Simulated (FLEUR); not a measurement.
# Calculated records

**Magnetic state of GdP from several starts**

Symmetry: Fm-3m, No. 225, cubic system. Conventional cell: a = 5.740 Å, b = 5.740 Å, c = 5.740 Å, α = 90.00°, β = 90.00°, γ = 90.00°. Nearest to Gd lie 6 P at 2.87 Å. Nearest to P lie 6 Gd at 2.87 Å. Farther neighbours are not listed.

```xyz
4
Lattice="0.0000 2.8699 2.8699 2.8699 0.0000 2.8699 5.7399 5.7399 0.0000" Properties=species:S:1:pos:R:3 pbc="T T T"
Gd    0.0000    0.0000    0.0000
Gd    2.8699    2.8699    0.0000
P     2.8699    2.8699    2.8699
P     5.7399    5.7399    2.8699
```

```yaml
method: LDA (VWN) with U = 6 eV on Gd f; all-electron FLAPW, Dirac cores, scalar-relativistic bands (and 1 further level or step)
program: FLEUR MaX-R8.1
settings_of_one_run: kmax 3.6 1/bohr, gmax 10.8 1/bohr, muffin tin radii Gd: 2.8, P: 2.09 bohr, lmax Gd: [10, 8], P: [8, 6], hist occupations, smearing width 0.05 eV, mixer Anderson, mixing 0.05, max iterations 130, stop 0.0001 me/bohr³, collinear spin, 8×8×4 k-mesh, double counting FLL, mesh matched on, seeded occupations whole cubic f orbitals, Hund's first rule, starting moments 7 -7 0 0 μB
cost: 4 runs, 6.3 min in all on 4 MPI ranks of AMD EPYC 9R45, shared host (the runs of this entry)
notes: Only 3 starts were tried; other patterns of signs, canted and longer-period orders were not.
lowest_state_found: antiferromagnetic (initial antiferro q=(0,0,1/2) +-)
largest_site_spin_moment: 7.08 μB
next_finished_state: antiferromagnetic, 4.59 meV a seeded atom higher
orbital_moment_on_the_atom_of_largest_spin_along_its_spin_spin_orbit_run: -0.00241 μB
spin_plus_orbital_moment: Gd 7.07 μB
```

The lowest state found is antiferromagnetic, reached from the start antiferro q=(0,0,1/2) +-, with moments up to 7.08 μB. The next finished state costs 4.6 meV a seeded atom.

[Logs and program files are shortened in this print: banners, set-up blocks, solver, clock and traceback lines can be left out without a mark of their own.]

[Logs are printed without paths, hosts, clocks, repeated set-up lines and the standing remarks that a program may print on its own settings, such as how far it seeks lower states.]

[Hosts, paths, dates, database ids (printed as entryN), source tags and the programs' standing remarks are cut or masked in the printed files.]

[Where a cell is said to come from a database of computed structures, the database is the Materials Project.]
